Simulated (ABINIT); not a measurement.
**SnSe2 (Fm-3m): phonons by linear response**

How does SnSe2 (Fm-3m) vibrate, and is this structure a minimum?

Main program and level: ABINIT 10.8.3; DFT LDA, scalar-relativistic, plane waves, HGH norm-conserving pseudopotentials.

The structure was built from a prototype and need not be the compound's stable phase.

### Step 1. The structure

The structure is cubic, space group Fm-3m (No. 225). Conventional cell: a = 6.351 Å, b = 6.351 Å, c = 6.351 Å, α = 90.00°, β = 90.00°, γ = 90.00°. Nearest to Sn lie 8 Se at 2.75 Å. Nearest to Se lie 4 Sn at 2.75 Å. Farther neighbours and most contacts between anions are not listed.

### Step 2. A first look

A first run with smearing and empty bands tells whether the crystal has a gap, which decides between fixed occupations and smearing later on.

probe.abi reads:

```
# ground state
tolvrs 1.0d-08
prtden 1
prtwf 1

# basis, mesh and filling
ecut 20.0
ixc 7
ngkpt 6 6 6
nshiftk 1
shiftk 0.0 0.0 0.0
istwfk *1
occopt 7
tsmear 0.005
nband 14
nstep 100
diemac 9.0
prtebands 0
prtgsr 0
useylm 1

# cell and atoms
acell 3*1.0 Angstrom
rprim 
    0.0 3.17554 3.17554
    3.17554 0.0 3.17554
    3.17554 3.17554 0.0
ntypat 2
znucl 50 34
natom 3
typat 1 2 2
xred 
    0.0 0.0 0.0
    0.25 0.25 0.25
    0.75 0.75 0.75
pp_dirpath "./pseudo"
pseudos "Sn.hgh, Se.hgh"
```

The run is started by

```sh
> OMP_NUM_THREADS=1 mpirun -n 2 abinit probe.abi > probe.log
```

Numbers of over 12 decimals in the logs are rounded to 6 here.

probe.abo, the main output file:

```text
[banners, grids, parts of the stress and lines that vanish by symmetry left out]
- input  file    -> probe.abi
- output file    -> probe.abo
- root for input  files -> probei
[...]
Symmetries : space group Fm -3 m (#225); Bravais cF (face-center cubic)
[...]
mpw =        1873          nfft =       46656          nkpt =          16
[...]
== DATASET  1 ==================================================================
[...]
cutoff_energies: {ecut:  20.0, pawecutdg:  -1.0, }
[...]
Exchange-correlation functional for the present dataset will be:
  LDA: Perdew-Wang 92 LSD fit to Ceperley-Alder data - ixc=7
[...]
ETOT  1  -22.514832493077    -2.251E+01 2.149E-02 4.716E+01
 ETOT  2  -22.534242846513    -1.941E-02 8.485E-04 5.928E+00
 ETOT  3  -22.535560251285    -1.317E-03 4.170E-04 3.988E-01
 ETOT  4  -22.535634710523    -7.446E-05 1.101E-04 1.986E-02
 ETOT  5  -22.535637000911    -2.290E-06 1.533E-04 8.616E-05
 ETOT  6  -22.535637009935    -9.024E-09 5.533E-05 3.332E-07
 ETOT  7  -22.535637009978    -4.264E-11 5.540E-05 1.102E-09
 At SCF step    7       vres2   =  1.10E-09 < tolvrs=  1.00E-08 =>converged.
[...]
sigma(1 1)= -4.06634512E-04  sigma(3 2)=  0.00000000E+00
  sigma(2 2)= -4.06634512E-04  sigma(3 1)=  0.00000000E+00
  sigma(3 3)= -4.06634512E-04  sigma(2 1)=  0.00000000E+00
[...]
convergence: {deltae: -4.264E-11, res2:  1.102E-09, residm:  5.540E-05, diffor: null, }
etotal    :  -2.25356370E+01
[...]
sigma(1 1)= -4.06634512E-04  sigma(3 2)=  0.00000000E+00
  sigma(2 2)= -4.06634512E-04  sigma(3 1)=  0.00000000E+00
  sigma(3 3)= -4.06634512E-04  sigma(2 1)=  0.00000000E+00
[...]
- sigma(1 1)= -1.19636004E+01  sigma(3 2)=  0.00000000E+00
- sigma(2 2)= -1.19636004E+01  sigma(3 1)=  0.00000000E+00
- sigma(3 3)= -1.19636004E+01  sigma(2 1)=  0.00000000E+00
[...]
fcart     -0.0000000000E+00 -0.0000000000E+00 -0.0000000000E+00
           strten     -4.0663451213E-04 -4.0663451213E-04 -4.0663451213E-04
================================================================================

[key lines of the parts left out:]
pressure_GPa:   1.1964E+01
```

Run time: 5.9 s. Hardware: 2 MPI ranks of Arm Neoverse V1, shared host; 12 s of CPU time.

Read from the output:

```yaml
volume_per_atom: 21.35 Å³
pressure: 11.96 GPa
gap_on_the_k_mesh: 0 eV
```

No gap opens on this mesh, so smearing is kept; the printed pressure holds the stress of the finite basis too.

### Step 3. Rough relaxation

The typed start is rough, so a first relaxation with smearing and loose thresholds takes it towards rest cheaply.

prerelax.abi reads:

```
# relaxation
ionmov 2
optcell 2
dilatmx 1.15
chkdilatmx 0
ntime 40
tolmxf 3.0d-04
tolvrs 1.0d-10
prtwf 0
prtden 0
chksymtnons 0

# basis, mesh and filling
ecut 21.0
ecutsm 3.0
ixc 7
ngkpt 4 4 4
nshiftk 1
shiftk 0.0 0.0 0.0
istwfk *1
occopt 7
tsmear 0.005
nband 14
nstep 100
diemac 1000000.0
prtebands 0
prtgsr 0
useylm 1

# cell and atoms
acell 3*1.0 Angstrom
rprim 
    0.0 3.17554 3.17554
    3.17554 0.0 3.17554
    3.17554 3.17554 0.0
ntypat 2
znucl 50 34
natom 3
typat 1 2 2
xred 
    0.0 0.0 0.0
    0.25 0.25 0.25
    0.75 0.75 0.75
pp_dirpath "./pseudo"
pseudos "Sn.hgh, Se.hgh"
```

The run is started by

```sh
> OMP_NUM_THREADS=1 mpirun -n 2 abinit prerelax.abi > prerelax.log
```

prerelax.abo, the main output file:

```text
[banners, grids, parts of the stress and lines that vanish by symmetry left out]
- input  file    -> prerelax.abi
- output file    -> prerelax.abo
- root for input  files -> prerelaxi
[...]
Symmetries : space group Fm -3 m (#225); Bravais cF (face-center cubic)
[...]
mpw =        3042          nfft =       91125          nkpt =           8
[...]
== DATASET  1 ==================================================================
[...]
cutoff_energies: {ecut:  21.0, pawecutdg:  -1.0, }
[...]
Exchange-correlation functional for the present dataset will be:
  LDA: Perdew-Wang 92 LSD fit to Ceperley-Alder data - ixc=7
[...]
ETOT  1  -22.511067883421    -2.251E+01 2.341E-02 9.938E+01
 ETOT  2  -22.532062230864    -2.099E-02 4.143E-04 9.223E+00
 ETOT  3  -22.533019785142    -9.576E-04 8.637E-05 9.408E-01
 ETOT  4  -22.533099401308    -7.962E-05 4.181E-05 8.815E-02
[...]
ETOT  7  -22.548483708259    -4.121E-13 2.355E-12 9.478E-13
 At SCF step    7       vres2   =  9.48E-13 < tolvrs=  1.00E-10 =>converged.
[...]
sigma(1 1)= -2.20443934E-07  sigma(3 2)=  0.00000000E+00
  sigma(2 2)= -2.20443934E-07  sigma(3 1)=  0.00000000E+00
  sigma(3 3)= -2.20443934E-07  sigma(2 1)=  0.00000000E+00
[...]
convergence: {deltae: -4.121E-13, res2:  9.478E-13, residm:  2.355E-12, diffor: null, }
etotal    :  -2.25484837E+01
[...]
At Broyd/MD step   5, gradients are converged :
[...]
sigma(1 1)= -2.20443934E-07  sigma(3 2)=  0.00000000E+00
  sigma(2 2)= -2.20443934E-07  sigma(3 1)=  0.00000000E+00
  sigma(3 3)= -2.20443934E-07  sigma(2 1)=  0.00000000E+00
[...]
- sigma(1 1)= -6.48568446E-03  sigma(3 2)=  0.00000000E+00
- sigma(2 2)= -6.48568446E-03  sigma(3 1)=  0.00000000E+00
- sigma(3 3)= -6.48568446E-03  sigma(2 1)=  0.00000000E+00
[...]
fcart     -0.0000000000E+00 -0.0000000000E+00 -0.0000000000E+00
           strten     -2.2044393418E-07 -2.2044393418E-07 -2.2044393418E-07
================================================================================

[key lines of the parts left out:]
pressure_GPa:   6.4857E-03
Total energy (etotal) [Ha]= -2.25484837082589E+01
```

Elapsed: 30 s, on 2 MPI ranks.

Step by step:

```
step  energy less that of the first step (eV)  largest force (eV/Å)  volume (Å³)
   1                                   0.0000                0.0000        64.04
   2                                  -0.1965                0.0000        66.79
   3                                  -0.4112                0.0000        73.63
   4                                  -0.4183                0.0000        75.05
   5                                  -0.4185                0.0000        75.31
```

```
conventional cell, symmetrised  before  after   change
                         a (Å)   6.351  6.704   +5.6 %
                         b (Å)   6.351  6.704   +5.6 %
                         c (Å)   6.351  6.704   +5.6 %
              volume (Å³/atom)   21.35  25.10  +17.6 %
```

Final coordinates:

```
Sn Se
1.0
     0.00000    3.35179    3.35179
     3.35179    0.00000    3.35179
     3.35179    3.35179    0.00000
Sn Se
1 2
Direct
  0.00000 0.00000 0.00000
  0.25000 0.25000 0.25000
  0.75000 0.75000 0.75000
```

Numbers from this step:

```yaml
volume_per_atom: 25.10 Å³
pressure: 0.006486 GPa
```

The volume changes by +17.6 % in this run and stands +17.6 % from the first cell.

### Step 4. Rough relaxation

The cell changed much, so the rough relaxation is repeated on a basis made for the new cell.

prerelax.abi, as its differences from that of step 3:

```diff
@@ -32,5 +32,5 @@
 rprim 
-    0.0 3.17554 3.17554
-    3.17554 0.0 3.17554
-    3.17554 3.17554 0.0
+    0.0 3.351793844 3.351793844
+    3.351793844 0.0 3.351793844
+    3.351793844 3.351793844 0.0
 ntypat 2
```

prerelax.abo, the main output file:

```text
[banners, grids, parts of the stress and lines that vanish by symmetry left out]
- input  file    -> prerelax.abi
- output file    -> prerelax.abo
- root for input  files -> prerelaxi
[...]
Symmetries : space group Fm -3 m (#225); Bravais cF (face-center cubic)
[...]
mpw =        3584          nfft =       91125          nkpt =           8
[...]
== DATASET  1 ==================================================================
[...]
cutoff_energies: {ecut:  21.0, pawecutdg:  -1.0, }
[...]
Exchange-correlation functional for the present dataset will be:
  LDA: Perdew-Wang 92 LSD fit to Ceperley-Alder data - ixc=7
[...]
ETOT  1  -22.521622244258    -2.252E+01 1.413E-02 1.050E+02
 ETOT  2  -22.546999312026    -2.538E-02 1.996E-03 1.113E+01
 ETOT  3  -22.548404979611    -1.406E-03 3.373E-04 9.494E-01
 ETOT  4  -22.548477251929    -7.227E-05 2.199E-04 1.264E-01
 ETOT  5  -22.548483678357    -6.426E-06 7.759E-05 3.866E-04
 ETOT  6  -22.548483708123    -2.977E-08 4.521E-05 2.131E-06
 ETOT  7  -22.548483708258    -1.350E-10 1.749E-05 1.161E-08
 ETOT  8  -22.548483708259    -7.354E-13 1.022E-05 1.805E-10
 ETOT  9  -22.548483708259    -1.847E-13 3.834E-06 3.857E-13
 At SCF step    9       vres2   =  3.86E-13 < tolvrs=  1.00E-10 =>converged.
[...]
sigma(1 1)= -2.20442758E-07  sigma(3 2)=  0.00000000E+00
  sigma(2 2)= -2.20442758E-07  sigma(3 1)=  0.00000000E+00
  sigma(3 3)= -2.20442758E-07  sigma(2 1)=  0.00000000E+00
[...]
convergence: {deltae: -1.847E-13, res2:  3.857E-13, residm:  3.834E-06, diffor: null, }
etotal    :  -2.25484837E+01
[...]
At Broyd/MD step   1, gradients are converged :
[...]
sigma(1 1)= -2.20442758E-07  sigma(3 2)=  0.00000000E+00
  sigma(2 2)= -2.20442758E-07  sigma(3 1)=  0.00000000E+00
  sigma(3 3)= -2.20442758E-07  sigma(2 1)=  0.00000000E+00
[...]
- sigma(1 1)= -6.48564985E-03  sigma(3 2)=  0.00000000E+00
- sigma(2 2)= -6.48564985E-03  sigma(3 1)=  0.00000000E+00
- sigma(3 3)= -6.48564985E-03  sigma(2 1)=  0.00000000E+00
[...]
fcart     -0.0000000000E+00 -0.0000000000E+00 -0.0000000000E+00
           strten     -2.2044275782E-07 -2.2044275782E-07 -2.2044275782E-07
================================================================================

[key lines of the parts left out:]
pressure_GPa:   6.4856E-03
Total energy (etotal) [Ha]= -2.25484837082591E+01
```

Wall time 7.8 s (2 MPI ranks); 15 s of CPU time.

Little changed from the start: no atom moved by 0.005 Å and no cell edge by 0.1 %.

The volume changes by +0.0 % in this run and stands +17.6 % from the first cell.

### Step 5. Relaxing the cell and atoms

The harmonic expansion needs vanishing forces, and a free crystal bears no stress, so cell and atoms are brought to rest. Stress is more sensitive to the basis than forces are: the last 3 Ha under the cutoff are smoothed with ecutsm, and the cutoff is raised above that of the later runs.

relax.abi reads:

```
# relaxation
ionmov 2
optcell 2
dilatmx 1.08
ntime 40
tolmxf 1.0d-05
tolvrs 1.0d-14
prtwf 0
prtden 0
chksymtnons 0

# basis, mesh and filling
ecut 26.0
ecutsm 3.0
ixc 7
ngkpt 8 8 8
nshiftk 1
shiftk 0.0 0.0 0.0
istwfk *1
occopt 6
tsmear 0.01
nband 14
nstep 100
diemac 1000000.0
prtebands 0
prtgsr 0
useylm 1

# cell and atoms
acell 3*1.0 Angstrom
rprim 
    0.0 3.351793846 3.351793846
    3.351793846 0.0 3.351793846
    3.351793846 3.351793846 0.0
ntypat 2
znucl 50 34
natom 3
typat 1 2 2
xred 
    0.0 0.0 0.0
    0.25 0.25 0.25
    0.75 0.75 0.75
pp_dirpath "./pseudo"
pseudos "Sn.hgh, Se.hgh"
```

The run is started by

```sh
> OMP_NUM_THREADS=1 mpirun -n 2 abinit relax.abi > relax.log
```

relax.abo, the main output file:

```text
[banners, grids, parts of the stress and lines that vanish by symmetry left out]
- input  file    -> relax.abi
- output file    -> relax.abo
- root for input  files -> relaxi
[...]
Symmetries : space group Fm -3 m (#225); Bravais cF (face-center cubic)
[...]
mpw =        4088          nfft =      110592          nkpt =          29
[...]
== DATASET  1 ==================================================================
[...]
cutoff_energies: {ecut:  26.0, pawecutdg:  -1.0, }
[...]
Exchange-correlation functional for the present dataset will be:
  LDA: Perdew-Wang 92 LSD fit to Ceperley-Alder data - ixc=7
[...]
ETOT  1  -22.529654881267    -2.253E+01 2.004E-02 1.172E+02
 ETOT  2  -22.553245008360    -2.359E-02 3.914E-03 1.019E+01
 ETOT  3  -22.554191790531    -9.468E-04 3.745E-04 1.074E+00
 ETOT  4  -22.554253710721    -6.192E-05 2.580E-04 1.409E-01
 ETOT  5  -22.554259654339    -5.944E-06 2.367E-04 3.713E-04
[...]
At SCF step   10       vres2   =  2.32E-15 < tolvrs=  1.00E-14 =>converged.
[...]
sigma(1 1)=  6.78399381E-06  sigma(3 2)=  0.00000000E+00
  sigma(2 2)=  6.78399381E-06  sigma(3 1)=  0.00000000E+00
  sigma(3 3)=  6.78399381E-06  sigma(2 1)=  0.00000000E+00
[...]
convergence: {deltae:  7.105E-15, res2:  2.319E-15, residm:  4.600E-05, diffor: null, }
etotal    :  -2.25542597E+01
[...]
ETOT  1  -22.554261183569    -2.255E+01 3.321E-05 3.325E-03
[...]
At SCF step    8       vres2   =  4.13E-16 < tolvrs=  1.00E-14 =>converged.
[...]
sigma(1 1)=  5.56731880E-06  sigma(3 2)=  0.00000000E+00
  sigma(2 2)=  5.56731880E-06  sigma(3 1)=  0.00000000E+00
  sigma(3 3)=  5.56731880E-06  sigma(2 1)=  0.00000000E+00
[...]
convergence: {deltae:  4.619E-14, res2:  4.125E-16, residm:  7.756E-07, diffor: null, }
etotal    :  -2.25542616E+01
[...]
ETOT  1  -22.554257106276    -2.255E+01 4.088E-04 6.897E-02
[...]
ETOT  7  -22.554265511347    -1.105E-12 6.627E-06 4.940E-13
 ETOT  8  -22.554265511347     1.990E-13 2.106E-05 9.085E-15
 At SCF step    8       vres2   =  9.08E-15 < tolvrs=  1.00E-14 =>converged.
[...]
sigma(1 1)= -3.16201544E-08  sigma(3 2)=  0.00000000E+00
  sigma(2 2)= -3.16201544E-08  sigma(3 1)=  0.00000000E+00
  sigma(3 3)= -3.16201544E-08  sigma(2 1)=  0.00000000E+00
[...]
convergence: {deltae:  1.990E-13, res2:  9.085E-15, residm:  2.106E-05, diffor: null, }
etotal    :  -2.25542655E+01
[...]
At Broyd/MD step   3, gradients are converged :
[...]
sigma(1 1)= -3.16201544E-08  sigma(3 2)=  0.00000000E+00
  sigma(2 2)= -3.16201544E-08  sigma(3 1)=  0.00000000E+00
  sigma(3 3)= -3.16201544E-08  sigma(2 1)=  0.00000000E+00
[...]
- sigma(1 1)= -9.30297062E-04  sigma(3 2)=  0.00000000E+00
- sigma(2 2)= -9.30297062E-04  sigma(3 1)=  0.00000000E+00
- sigma(3 3)= -9.30297062E-04  sigma(2 1)=  0.00000000E+00
[...]
fcart     -0.0000000000E+00 -0.0000000000E+00 -0.0000000000E+00
           strten     -3.1620154438E-08 -3.1620154438E-08 -3.1620154436E-08
================================================================================

[key lines of the parts left out:]
pressure_GPa:   9.3030E-04
Total energy (etotal) [Ha]= -2.25542655113469E+01
```

It took 70 s on 2 MPI ranks; 2.3 min of CPU time.

Relaxation path:

```
step  energy less that of the first step (eV)  largest force (eV/Å)  volume (Å³)
   1                                   0.0000                0.0000        75.31
   2                                  -0.0001                0.0000        75.27
   3                                  -0.0002                0.0000        75.06
```

```
conventional cell, symmetrised  before  after  change
                         a (Å)   6.704  6.696  -0.1 %
                         b (Å)   6.704  6.696  -0.1 %
                         c (Å)   6.704  6.696  -0.1 %
              volume (Å³/atom)   25.10  25.02  -0.3 %
```

The relaxed structure:

```xyz
3
Lattice="0.0000 3.3480 3.3480 3.3480 0.0000 3.3480 3.3480 3.3480 0.0000" Properties=species:S:1:pos:R:3 pbc="T T T"
Sn    0.0000    0.0000    0.0000
Se    1.6740    1.6740    1.6740
Se    5.0220    5.0220    5.0220
```

Read from the output:

- volume per atom: 25.02 Å³
- pressure: 9.30e-4 GPa

The volume changes by -0.3 % in this run and stands +17.2 % from the first cell.

### Step 6. Ground state

The response is built on these wavefunctions, so the potential is converged far more tightly than an energy would need. Smearing stays on, as the first look found no gap above 0.3 eV.

gs.abi reads:

```
# ground state
tolvrs 1.0d-16
prtden 1
prtwf 1

# basis, mesh and filling
ecut 20.0
ixc 7
ngkpt 8 8 8
nshiftk 1
shiftk 0.0 0.0 0.0
istwfk *1
occopt 6
tsmear 0.01
nband 14
nstep 100
diemac 1000000.0
prtebands 0
prtgsr 0
useylm 1

# cell and atoms
acell 3*1.0 Angstrom
rprim 
    0.0 3.348000843 3.348000843
    3.348000843 0.0 3.348000843
    3.348000843 3.348000843 0.0
ntypat 2
znucl 50 34
natom 3
typat 1 2 2
xred 
    0.0 0.0 0.0
    0.25 0.25 0.25
    0.75 0.75 0.75
pp_dirpath "./pseudo"
pseudos "Sn.hgh, Se.hgh"
```

The run is started by

```sh
> OMP_NUM_THREADS=1 mpirun -n 2 abinit gs.abi > gs.log
```

gs.abo, the main output file:

```text
[banners, grids, parts of the stress and lines that vanish by symmetry left out]
- input  file    -> gs.abi
- output file    -> gs.abo
- root for input  files -> gsi
[...]
Symmetries : space group Fm -3 m (#225); Bravais cF (face-center cubic)
[...]
mpw =        2200          nfft =       64000          nkpt =          29
[...]
== DATASET  1 ==================================================================
[...]
cutoff_energies: {ecut:  20.0, pawecutdg:  -1.0, }
[...]
Exchange-correlation functional for the present dataset will be:
  LDA: Perdew-Wang 92 LSD fit to Ceperley-Alder data - ixc=7
[...]
ETOT  1  -22.527210519412    -2.253E+01 1.881E-02 6.583E+01
 ETOT  2  -22.549242906133    -2.203E-02 1.624E-03 5.664E+00
 ETOT  3  -22.550123812326    -8.809E-04 9.695E-04 6.184E-01
 ETOT  4  -22.550184621357    -6.081E-05 3.818E-04 8.148E-02
 ETOT  5  -22.550190638757    -6.017E-06 3.943E-04 2.350E-04
[...]
ETOT 10  -22.550190660268    -3.837E-13 9.756E-05 1.314E-15
 ETOT 11  -22.550190660267     3.801E-13 1.654E-04 7.291E-18
 At SCF step   11       vres2   =  7.29E-18 < tolvrs=  1.00E-16 =>converged.
[...]
sigma(1 1)=  3.65584868E-05  sigma(3 2)=  0.00000000E+00
  sigma(2 2)=  3.65584868E-05  sigma(3 1)=  0.00000000E+00
  sigma(3 3)=  3.65584868E-05  sigma(2 1)=  0.00000000E+00
[...]
convergence: {deltae:  3.801E-13, res2:  7.291E-18, residm:  1.654E-04, diffor: null, }
etotal    :  -2.25501907E+01
[...]
sigma(1 1)=  3.65584868E-05  sigma(3 2)=  0.00000000E+00
  sigma(2 2)=  3.65584868E-05  sigma(3 1)=  0.00000000E+00
  sigma(3 3)=  3.65584868E-05  sigma(2 1)=  0.00000000E+00
[...]
- sigma(1 1)=  1.07558782E+00  sigma(3 2)=  0.00000000E+00
- sigma(2 2)=  1.07558782E+00  sigma(3 1)=  0.00000000E+00
- sigma(3 3)=  1.07558782E+00  sigma(2 1)=  0.00000000E+00
[...]
fcart     -0.0000000000E+00 -0.0000000000E+00 -0.0000000000E+00
           strten      3.6558486810E-05  3.6558486810E-05  3.6558486810E-05
================================================================================

[key lines of the parts left out:]
pressure_GPa:  -1.0756E+00
```

Elapsed: 19 s, on 2 MPI ranks.

Read from the output:

- pressure: -1.076 GPa

The cell stands at -1.1 GPa: the relaxation ran with a smoothed and higher cutoff, and the difference is a stress of the finite basis.

[end of part 1 of 4]

[Host names and launcher messages were left out of these logs when they were recorded.]

[Logs are printed without paths, hosts, clocks, repeated set-up lines and the standing remarks that a program may print on its own settings, such as how far it seeks lower states.]

[Hosts, paths, dates, database ids (printed as entryN), source tags and the programs' standing remarks are cut or masked in the printed files.]
